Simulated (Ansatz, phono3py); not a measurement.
# KI (Fm-3m): lattice thermal conductivity, part 2 of 3

How well does the lattice of KI conduct heat?

Measurements to reproduce:
- thermal conductivity 2.6 W/m/K near room temperature (given in “Combining the AFLOW GIBBS and Elastic Libraries to efficiently and robustly screen thermo-mechanical properties of solids”, 2017, arXiv:1611.05714)
- thermal conductivity 2.6 W/m/K near room temperature (given in “Predicting the lattice thermal conductivity of solids by solving the Boltzmann transport equation: AFLOW - AAPL an automated, accurate and efficient framework”, 2017, arXiv:1611.05481)

Ansatz 0.2.0; DFT LDA, scalar-relativistic, plane waves, PAW (the session's first sound run).

So far. Step 2 (Probe on a coarse mesh): The start is under -1.3 GPa at this level and looks like an insulator or semiconductor on this mesh.

## (4) A second relaxation

The relaxation is run once more from where the first one ended, as the script does after a large change of volume or of the gap, with mesh and occupations reviewed.

input.yaml reads:

```yaml
crystal:
  lattice:
    - [0.0, 3.4114960117, 3.4114960117]
    - [3.4114960117, 0.0, 3.4114960117]
    - [3.4114960117, 3.4114960117, 0.0]
  atoms:
    - { symbol: K, position: [0.0, 0.0, 0.0] }
    - { symbol: I, position: [0.5, 0.5, 0.5] }
kpoints:
  mp_grid: { grid: [6, 6, 6] }
hamiltonian:
  xc: lda
scf:
  occupations: { method: gaussian, width: 0.02 }
output:
  forces: true
  stress: true
  eigenvalues: true
  write_density: true
  write_potential: true
  elf: true
  volumetric_format: npy
relax:
  adjacent_minimum: "off"
  f_tol: 0.005
  max_steps: 80
  cell: { stress_tol: 0.05 }
```

Launch:

```
> ansatz run input.yaml --threads 8 --pin off --max-ram 16384MiB --backend cpu --events-out ev --progress --plain --runs-dir out
```

Numbers of over 12 decimals in the logs are rounded to 6 here.

What it wrote:

```text
[...]
Crystal: 2 atoms, lattice volume = 79.408 Å³
Basis set: ecut = 420 eV, 1471 PW (Γ)
Bands: 17, of which v1, the nominal top of the filled ones, is band 13 counted from 1 (12 counted from 0)
Symmetry: 48 space group operations
[...]
k-points: 16 of 216
[...]
SCF iter   1: F=—  HF=-8855.100033 eV  |F-HF|=—  |Δ(HF+E_count)|=         —  Δρ=4.66e-3  dr2=8.17e-3  ethr=1.77e-3  ⟨swp⟩=7.2  Hψ=1632  notcnv=0
[...]
SCF iter   6: F=-8855.097118 eV  HF=-8855.097118 eV  |F-HF|=1.69e-10  |Δ(HF+E_count)|=   1.82e-8  Δρ=2.01e-6  dr2=9.25e-10  ethr=1.98e-10  ⟨swp⟩=6.9  Hψ=1906  notcnv=0
SCF 1 converged in 6 iterations: F = -8855.097118 eV  dr2 = 9.25e-10
[...]
relax step   1: F+E_penalty+E_count = -8855.09711844 eV  Δ(F+E_penalty+E_count) = +0.000e0 eV  max|allowed force component| = 3.224e-29 eV/Å  Δτ_max = 0.0000 Å  P = -0.038 GPa  Ω = 79.408 Å³  (6 SCF iters, dr2 threshold 1.00e-7 eV, accepted)
[...]
SCF iter   1: F=—  HF=-8855.097120 eV  |F-HF|=—  |Δ(HF+E_count)|=         —  Δρ=2.33e-6  dr2=1.26e-9  ethr=6.99e-7  ⟨swp⟩=3.0  Hψ=2331  notcnv=0
eigensolver tolerance schedule: the retry pair's looser diagonalisation over-reported the residual by 144778.50 of it (diagonalisation noise at an unbounded share of the residual, at the tolerance the schedule requests for it); recorded, not acted on — ethr = c·dr2/N_el stays at c = 1.0e-1
[...]
SCF iter   2: F=—  HF=-8855.097118 eV  |F-HF|=—  |Δ(HF+E_count)|=   1.41e-6  Δρ=9.13e-7  dr2=6.89e-10  ethr=4.83e-12  ⟨swp⟩=3.5  Hψ=709  notcnv=0
[...]
SCF iter   4: F=-8855.097118 eV  HF=-8855.097118 eV  |F-HF|=0.00e0  |Δ(HF+E_count)|=  4.00e-11  Δρ=1.09e-7  dr2=4.53e-12  ethr=1.00e-12  ⟨swp⟩=7.1  Hψ=1428  notcnv=0
SCF 2 converged in 4 iterations: F = -8855.097118 eV  dr2 = 4.53e-12
relax step   2: F+E_penalty+E_count = -8855.09711844 eV  Δ(F+E_penalty+E_count) = -8.367e-11 eV  max|allowed force component| = 4.132e-29 eV/Å  Δτ_max = 0.0000 Å  P = -0.038 GPa  Ω = 79.408 Å³  stress off target by 3.84e-2 GPa  SCF on the basis re-selected at this cell (its energy is not comparable with the rows above)  (4 SCF iters)
basis re-selected at this cell: Δ(F+E_penalty+E_count) = -8.367e-11 eV, ΔP = -0.000 GPa vs the last step (what re-selecting the basis moved, of the pressure what is left beyond the Pulay correction that the steps carried, after the strain that the cell walked since its last selection, with what the two solves' SCF thresholds leave and, on support functions, any second-order correction that the steps lacked; it is no  [...]
SCF converged after 4 iterations
Free energy (F): -8855.097118 eV
[...]
Internal energy: -8855.097118 eV  (E = F + TS)
E sigma→0 (E₀):  -8855.097118 eV
Fermi energy:    4.810175 eV
[...]
--- Stress (GPa, compression-positive) ---
       -0.038388      -0.000000      -0.000000
        0.000000      -0.038388       0.000000
        0.000000       0.000000      -0.038388
  P = ⅓ Tr σ = -0.0384 GPa (-0.384 kbar)
--- Band table (eV; the first three rows and the last of 16) ---
  k-point 0: bands = [... 9 lower, -7.9116, 2.8787, 2.8787, 2.8787, 6.7415, 9.1180, 9.1180, 9.1180]
  k-point 1: bands = [... 9 lower, -7.7683, 2.3414, 2.7541, 2.7541, 7.4447, 9.0654, 9.4424, 9.4424]
  k-point 2: bands = [... 9 lower, -7.5280, 1.5541, 2.5282, 2.5282, 8.1001, 9.9320, 10.2473, 10.2473]
  k-point 15: bands = [... 9 lower, -7.6210, 1.8190, 2.1883, 2.1888, 8.2396, 9.3052, 10.2348, 11.3240]
--- Relaxed structure (1 steps of the walk, 1 accepted, 1 SCFs on fresh bases) ---
[...]
cell:  # Å, volume = 79.4081 Å³
    - [0.0, 3.4114960117, 3.4114960117]
    - [3.4114960117, 0.0, 3.4114960117]
    - [3.4114960117, 3.4114960117, 0.0]
  atoms:
    - { symbol: K, position: [0.0, 0.0, 0.0] }
    - { symbol: I, position: [0.5, 0.5, 0.5] }
```

It took 0.8 s on 8 threads of Arm Neoverse V1, shared host; peak memory 0.38 GiB.

Little changed from the start: no atom moved by 0.005 Å and no cell edge by 0.1 %.

Valence density in the ac plane of the conventional cell at fractional y = 0.000, with atoms of K and I within 0.2 Å of it. It is the smooth field of the valence electrons, not physical close to the nuclei.

Ten steps, logarithmic in the rise over the least value, from '0' (0 e/Å³) to '9' (17 e/Å³), each cell a mean:
```
6641012479863100256
5420002356642100135
3210001233321000012
0000000112110000000
0000000000000000000
1110000000000000011
3321000122210000123
6531000245531001246
9742101466652001368
9842101467652002369
8632101356642001357
4321000134421001234
2210000011100000122
1100000000000000001
0000000011100000000
1100000122211000001
4310001234432100124
6531012368753100246
7641012489963100356
```
Columns run along a (6.8 Å), rows up along c (6.8 Å), edges of the conventional cell, whose origin can differ from the input's. Atoms in or near the plane, at fractional coordinates: K at (0.00, 0.00), K at (0.50, 0.50), I at (0.50, 0.00), I at (0.00, 0.50).

Electrostatic potential energy in the ac plane of the conventional cell at fractional y = 0.000, with atoms of K and I within 0.2 Å of it. With pseudopotentials it is smooth inside the atoms' cores, unlike the true potential.

Ten even steps from '0' (-38 eV) to '9' (8 eV), each cell a mean:
```
0158998579956999730
2479998656557999863
7899999876679999987
9999999998999999999
9999999999999999999
9999999999999999999
6789999987789999976
6568999742368999755
9758998510037999659
9857998500027998669
8658998620148999757
5579999865579999865
7899999988899999988
9999999999999999999
9999999999999999999
8899999987889999998
5689999755568999975
0268998568757999841
0058997589966999720
```
Columns run along a (6.8 Å; values clipped at the 3rd and 97th percentile), rows up along c (6.8 Å), edges of the conventional cell, whose origin can differ from the input's. Atoms in or near the plane, at fractional coordinates: K at (0.00, 0.00), K at (0.50, 0.50), I at (0.50, 0.00), I at (0.00, 0.50).

ELF in the ac plane of the conventional cell at fractional y = 0.000, with atoms of K and I within 0.2 Å of it. It is the smooth field of the valence electrons, not physical close to the nuclei.

Ten even steps from '0' (0.02) to '9' (0.86), each cell a mean:
```
8983168742368831699
9961068765678820489
7520048887788610146
1000025788886300001
3221001233332000123
8875200001000003688
7888400256641026888
5678501699984038876
3478603998996038763
3378603997896138752
3578602899995038864
6788501589962027877
8887300123310015888
6653000000000002466
1100003566654200001
3200037888888510013
9840058877778720268
9982168753468820599
7993168633357831798
```
Columns run along a (6.8 Å), rows up along c (6.8 Å), edges of the conventional cell, whose origin can differ from the input's. Atoms in or near the plane, at fractional coordinates: K at (0.00, 0.00), K at (0.50, 0.50), I at (0.50, 0.00), I at (0.00, 0.50).

## (5) Tight relaxation

The relaxation is repeated with tighter thresholds on force and stress, since phonons are sensitive to what is left; a change of mesh or smearing in the input moves the cell too.

input.yaml, the sections that differ from step 4:

```yaml
scf:
  occupations: { method: fixed }
output:
  forces: true
  stress: true
  eigenvalues: true
relax:
  adjacent_minimum: "off"
  f_tol: 0.001
  max_steps: 60
  cell: { stress_tol: 0.01 }
# crystal, kpoints, hamiltonian: as in step 4
```

What it wrote:

```text
[...]
Crystal: 2 atoms, lattice volume = 79.408 Å³
Basis set: ecut = 420 eV, 1471 PW (Γ)
Bands: 17, of which v1, the nominal top of the filled ones, is band 13 counted from 1 (12 counted from 0)
Symmetry: 48 space group operations
[...]
k-points: 16 of 216
[...]
k-point 15: bands = [... 9 lower, -7.6010, 1.8371, 2.2071, 2.2080, 8.2590, 9.3338, 10.2604, 11.3545]
--- Relaxed structure (3 steps of the walk, 3 accepted, 1 SCFs on fresh bases) ---
[...]
cell:  # Å, volume = 79.2158 Å³
    - [0, 3.408740, 3.408740]
    - [3.408740, 0, 3.408740]
    - [3.408740, 3.408740, 0]
  atoms:
    - { symbol: K, position: [0, 0, 0] }
    - { symbol: I, position: [0.5, 0.5, 0.5] }
[key lines of the parts left out:]
SCF converged after 6 iterations
Free energy (F): -8855.097139 eV
Fermi energy:    2.900496 eV
P = ⅓ Tr σ = 0.0002 GPa (0.002 kbar)
```

It took 1.3 s on 8 threads; peak memory 0.38 GiB; 7.2 s of CPU time.

Little changed from the start: no atom moved by 0.005 Å and no cell edge by 0.1 %.

This step gave:

```
pressure          : 2.07e-4 GPa
gap on the k-mesh : 3.869 eV
volume per atom   : 39.61 Å³
```

The residual pressure is 2.1e-4 GPa, small enough for phonons.

## (6) An input with a fault

This input was changed on purpose, to see how the program answers.

input.yaml reads:

```yaml
crystal:
  lattice:
    - [0.0, 3.4087402574, 3.4087402574]
    - [3.4087402574, 0.0, 3.4087402574]
    - [3.4087402574, 3.4087402574, 0.0]
  atoms:
    - { symbol: K, position: [0.0, 0.0, 0.0] }
    - { symbol: I, position: [0.5, 0.5, 0.5] }
kpoints:
  mp_grid: { grid: [4, 4, 4] }
hamiltonian:
  xc: lda
scf:
  occupations: { method: fixed }
  max_iter: 80
output:
  eigenvalues: true
phonons:
  supercell: [2, 2, 2]
  dielectric: false
  third_order: { supercell: [2, 2, 2], pair_cutoff: 6.3 }
  lattice_thermal_conductivity:
    qmesh: [9, 9, 9]
    temperatures: [300]
    isotope_mass_variance: [{ species: I, variance: 0.0 }, { species: K, variance: 0.000164 }]
```

What it wrote:

```text
Error: invalid value for `phonons.third_order.pair_cutoff`: 6.300 Å is not below 4.821 Å, half the shortest translation of the third-order supercell, so a pair of sites would have two images within it; lower pair_cutoff or enlarge phonons.third_order.supercell
```

Wall time 0.11 s (8 threads); peak memory 0.098 GiB.

The program refused the input before any cycle.

The program's message: “Error: invalid value for `phonons.third_order.pair_cutoff`: 6.300 Å is not below 4.821 Å, half the shortest translation of the third-order supercell, so a pair of sites would have two images within it …”

The fault put into the input: a pair cutoff beyond half of the supercell.

## (7) A new level, relaxed again

The functional, the potentials or the cutoff change, so the crystal is relaxed again at the new setting.

This step: DFT LDA, spin-orbit coupling, plane waves, PAW (Ansatz 0.2.0).

input.yaml reads:

```yaml
crystal:
  lattice:
    - [0.0, 3.4087402574, 3.4087402574]
    - [3.4087402574, 0.0, 3.4087402574]
    - [3.4087402574, 3.4087402574, 0.0]
  atoms:
    - { symbol: K, position: [0.0, 0.0, 0.0] }
    - { symbol: I, position: [0.5, 0.5, 0.5] }
kpoints:
  mp_grid: { grid: [6, 6, 6] }
hamiltonian:
  xc: lda
  pseudopotentials: { kind: paw_fr }
scf:
  occupations: { method: fixed }
output:
  forces: true
  stress: true
  eigenvalues: true
magnetization:
  noncollinear: true
  spin_orbit: true
relax:
  adjacent_minimum: "off"
  f_tol: 0.001
  max_steps: 60
  cell: { stress_tol: 0.01 }
```

What it wrote:

```text
[...]
non-collinear run that drives no moment, with spin-orbit: no starting moment large enough to seed its density (crystal.atoms[].spin), no starting occupations that ask for one, no magnetisation constraint and no magnetic field, so the semilocal B_xc is pinned to zero
Crystal: 2 atoms, lattice volume = 79.216 Å³
Basis set: ecut = 420 eV, 1471 PW (Γ)
Bands: 34, of which v1, the nominal top of the filled ones, is band 26 counted from 1 (25 counted from 0)
Symmetry: 48 space group operations + 48 with time reversal
[...]
k-points: 16 of 216
Projection manifold: j_resolved (fully-relativistic pseudo-atomic orbitals)
[...]
SCF iter   1: F=—  HF=-8859.241983 eV  |F-HF|=—  |Δ(HF+E_count)|=         —  Δρ=4.23e-2  dr2=2.70e0  dr2_m=0.00e0 (ungated)  ethr=3.10e-3  |M|=0.00e0 ∫|m|=0.00e0 μB  |m|>n=0.0e0 m-floor=0.0e0 τ_xc=0.0e0  β_m=0.30  ⟨swp⟩=10.4  Hψ=1341  notcnv=0  defer=70
[...]
SCF iter   7: F=-8858.028409 eV  HF=-8858.028409 eV  |F-HF|=4.33e-9  |Δ(HF+E_count)|=   1.01e-7  Δρ=2.79e-6  dr2=5.57e-9  dr2_m=0.00e0 (ungated)  ethr=3.85e-10  |M|=0.00e0 ∫|m|=0.00e0 μB  |m|>n=0.0e0 m-floor=0.0e0 τ_xc=0.0e0  ⟨swp⟩=18.5  Hψ=2023  notcnv=0
SCF 1 converged in 7 iterations: F = -8858.028409 eV  dr2 = 5.57e-9
[...]
relax step   1: F+E_penalty+E_count = -8858.02840885 eV  Δ(F+E_penalty+E_count) = +0.000e0 eV  max|allowed force component| = 3.579e-29 eV/Å  Δτ_max = 0.0000 Å  P = +0.018 GPa  Ω = 79.216 Å³  (7 SCF iters, dr2 threshold 1.00e-7 eV, accepted)
Crystal: 2 atoms, lattice volume = 79.260 Å³
Projection manifold: j_resolved (fully-relativistic pseudo-atomic orbitals)
[...]
SCF iter   4: F=-8858.028408 eV  HF=-8858.028408 eV  |F-HF|=4.55e-11  |Δ(HF+E_count)|=   1.22e-9  Δρ=4.54e-7  dr2=1.35e-10  dr2_m=0.00e0 (ungated)  ethr=3.07e-12  |M|=0.00e0 ∫|m|=0.00e0 μB  |m|>n=0.0e0 m-floor=0.0e0 τ_xc=0.0e0  ⟨swp⟩=7.2  Hψ=1318  notcnv=0
SCF 2 converged in 4 iterations: F = -8858.028408 eV  dr2 = 1.35e-10
relax step   2: F+E_penalty+E_count = -8858.02840780 eV  Δ(F+E_penalty+E_count) = +1.044e-6 eV  max|allowed force component| = 8.020e-29 eV/Å  Δτ_max = 0.0000 Å  P = +0.009 GPa  Ω = 79.260 Å³  energy of the carried Pulay correction = -4.754e-6 eV  (4 SCF iters, dr2 threshold 7.98e-10 eV, accepted)
Projection manifold: j_resolved (fully-relativistic pseudo-atomic orbitals)
[...]
SCF iter   5: F=-8858.028408 eV  HF=-8858.028408 eV  |F-HF|=7.28e-12  |Δ(HF+E_count)|=  7.28e-12  Δρ=2.12e-8  dr2=3.63e-13  dr2_m=0.00e0 (ungated)  ethr=1.00e-12  |M|=0.00e0 ∫|m|=0.00e0 μB  |m|>n=0.0e0 m-floor=0.0e0 τ_xc=0.0e0  ⟨swp⟩=17.4  Hψ=2216  notcnv=0
SCF 3 converged in 5 iterations: F = -8858.028408 eV  dr2 = 3.63e-13
relax step   3: F+E_penalty+E_count = -8858.02840780 eV  Δ(F+E_penalty+E_count) = -1.983e-10 eV  max|allowed force component| = 1.040e-28 eV/Å  Δτ_max = 0.0000 Å  P = +0.009 GPa  Ω = 79.260 Å³  stress off target by 8.84e-3 GPa  SCF on the basis re-selected at this cell (its energy is not comparable with the rows above)  (5 SCF iters)
[...]
SCF converged after 5 iterations
Magnetization: |M| = 0.0000 μB,  M = (+0.0000, +0.0000, +0.0000) μB
Absolute magnetization: 0.0000 μB (∫|m|)
  site 0: m = (+0.0000, +0.0000, +0.0000) μB, |m| = 0.0000 μB  (R = 1.41 Å)
  site 1: m = (+0.0000, +0.0000, +0.0000) μB, |m| = 0.0000 μB  (R = 1.41 Å)
Free energy (F): -8858.028408 eV
[...]
Internal energy: -8858.028408 eV  (E = F + TS)
E sigma→0 (E₀):  -8858.028408 eV
Fermi energy:    3.234654 eV
[...]
--- Stress (GPa, compression-positive) ---
        0.008840      -0.000000      -0.000000
       -0.000000       0.008840      -0.000000
       -0.000000      -0.000000       0.008840
  P = ⅓ Tr σ = 0.0088 GPa (0.088 kbar)
--- Band table (eV; the first three rows and the last of 16) ---
  k-point 0: bands = [... 22 lower, 3.2347, 3.2347, 3.2347, 3.2347, 6.7654, 6.7654, 9.1264, 9.1264, ... 4 higher]
  k-point 1: bands = [... 22 lower, 2.8262, 2.8262, 3.0979, 3.0979, 7.4709, 7.4709, 9.0790, 9.0790, ... 4 higher]
  k-point 2: bands = [... 22 lower, 2.3801, 2.3801, 2.8529, 2.8529, 8.1195, 8.1195, 9.9408, 9.9408, ... 4 higher]
  k-point 15: bands = [... 22 lower, 2.2429, 2.2429, 2.4836, 2.4836, 8.2503, 8.2503, 9.3246, 9.3246, ... 4 higher]
--- Relaxed structure (2 steps of the walk, 2 accepted, 1 SCFs on fresh bases) ---
[...]
cell:  # Å, volume = 79.2604 Å³
    - [0, 3.409380, 3.409380]
    - [3.409380, 0, 3.409380]
    - [3.409380, 3.409380, 0]
  atoms:
    - { symbol: K, position: [0, 0, 0] }
    - { symbol: I, position: [0.500000, 0.500000, 0.500000] }
```

Elapsed: 4.2 s, on 8 threads; peak memory 0.73 GiB.

Little changed from the start: no atom moved by 0.005 Å and no cell edge by 0.1 %.

Numbers from this step:

* pressure: 0.008840 GPa
* gap on the k-mesh: 3.531 eV
* volume per atom: 39.63 Å³

The residual pressure is 0.0088 GPa, small enough for phonons.

(Continued in part 3 of 3.)

[Logs are printed without paths, hosts, clocks, repeated set-up lines and the standing remarks that a program may print on its own settings, such as how far it seeks lower states.]

[Hosts, paths, dates, database ids (printed as entryN), source tags and the programs' standing remarks are cut or masked in the printed files.]

[A step with changed settings may run another functional than the one named; its input shows which.]
